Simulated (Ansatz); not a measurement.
The crystal is SnO2 (Cassiterite).

```yaml
crystal:
  lattice:
    - [4.73800, 0.00000, 0.00000]
    - [0.00000, 4.73800, 0.00000]
    - [0.00000, 0.00000, 3.18650]
  atoms:
    - { symbol: Sn, position: [0.00000, 0.00000, 0.00000] }
    - { symbol: Sn, position: [0.50000, 0.50000, 0.50000] }
    - { symbol: O, position: [0.30710, 0.30710, 0.00000] }
    - { symbol: O, position: [0.19290, 0.80710, 0.50000] }
    - { symbol: O, position: [0.69290, 0.69290, 0.00000] }
    - { symbol: O, position: [0.80710, 0.19290, 0.50000] }
```

The cell and positions come from the Crystallography Open Database and are kept as given unless a step says otherwise. PAW set soft_1, made with PBE.

Gaps computed with Ansatz 0.2.0 without a self-energy: LDA 1.14 eV, PBE 1.28 eV and PBE0 3.76 eV. The mean ε∞ by PBE perturbation theory is 4.45.

What gap should G0W0 on PBE give (4×4×6 mesh, 566 empty bands, screening to 230 eV, default PAW files)?

About 2.84 eV: on its mesh the run moves the gap from 1.28 eV by +1.56 eV. Among the scalar-relativistic levels given, PBE0 is nearest (+0.92 eV). One-shot corrections scale roughly with one over ε∞, here 0.22. Bands and cutoff are finite, so the gap is not at the basis limit. The miss can reach some tenths of an eV and take either sign; the mesh is an error of its own. The many-body steps are scalar-relativistic: spin-orbit coupling is not in them.

[Paths, hosts, dates, memory and timing lines, banners, echoed tables and standing remarks are left out of the program output.]

[Logs are printed without paths, hosts, clocks, repeated set-up lines and the standing remarks that a program may print on its own settings, such as how far it seeks lower states.]

[Runs of the session that timed out or met a known fault of the program may be left out.]

[Cells called generated may have been cut or substituted from an entry of the Crystallography Open Database or the Materials Project.]

[No measured gap is set beside runs whose start may be inverted or whose files or cutoffs have a known fault.]

[Hosts, paths, dates, database ids (printed as entryN), source tags and the programs' standing remarks are cut or masked in the printed files.]
